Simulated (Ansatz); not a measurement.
In doubt: one-shot GW on d or f shells is unsure, so the values of those runs are not to be relied on.

NaFeN (P6_3mc), computed twice by G0W0.

```xyz
6
Lattice="2.9792 0.0000 0.0000 -1.4896 2.5801 0.0000 0.0000 0.0000 9.6776" Properties=species:S:1:pos:R:3 pbc="T T T"
Na    1.4896    0.8600    7.3616
Na    0.0000    1.7200    2.5229
Fe    0.0000    0.0000    5.0146
Fe    0.0000    0.0000    0.1758
N     0.0000    1.7200    5.4754
N     1.4896    0.8600    0.6366
```

The cell and positions are those that the Materials Project relaxed with its own functionals (PBE, PBE+U or r2SCAN), kept fixed.

The first (Ansatz 0.2.0; start PBE, 12×12×4 mesh, 168 empty bands, screening to 100 eV, PAW set soft_1 files; 1 × NVIDIA H100 80GB HBM3 (shared by 6 runs) with 2 threads of AMD EPYC 7R13 (Zen 3), shared host) gave, on its mesh: starting gap 0.34 eV, G0W0 gap 0.69 eV, RPA ε∞ (mean) 23.91, 4.3 min.

Question: The second changes mesh from 12×12×4 to 6×6×2 and ecutfock ratio from - to 2. What does it give?

It gave: starting gap 0.34 eV, G0W0 gap 0.72 eV, RPA ε∞ (mean) 24.52, 18 s. The G0W0 gap moves by +0.04 eV, −0.001 eV from the start and +0.04 eV from the correction. Σc changes by +0.11 eV at the valence top and −0.11 eV at the conduction bottom, and Σx − Vxc between them by +0.26 eV.

Limits: not at the basis limit; no spin polarisation; d states lean on the start; coarse k mesh.

[Paths, hosts, dates, memory and timing lines, banners, echoed tables and standing remarks are left out of the program output.]

[Logs are printed without paths, hosts, clocks, repeated set-up lines and the standing remarks that a program may print on its own settings, such as how far it seeks lower states.]

[Runs of the session that timed out or met a known fault of the program may be left out.]

[Cells called generated may have been cut or substituted from an entry of the Crystallography Open Database or the Materials Project.]

[Hosts, paths, dates, database ids (printed as entryN), source tags and the programs' standing remarks are cut or masked in the printed files.]
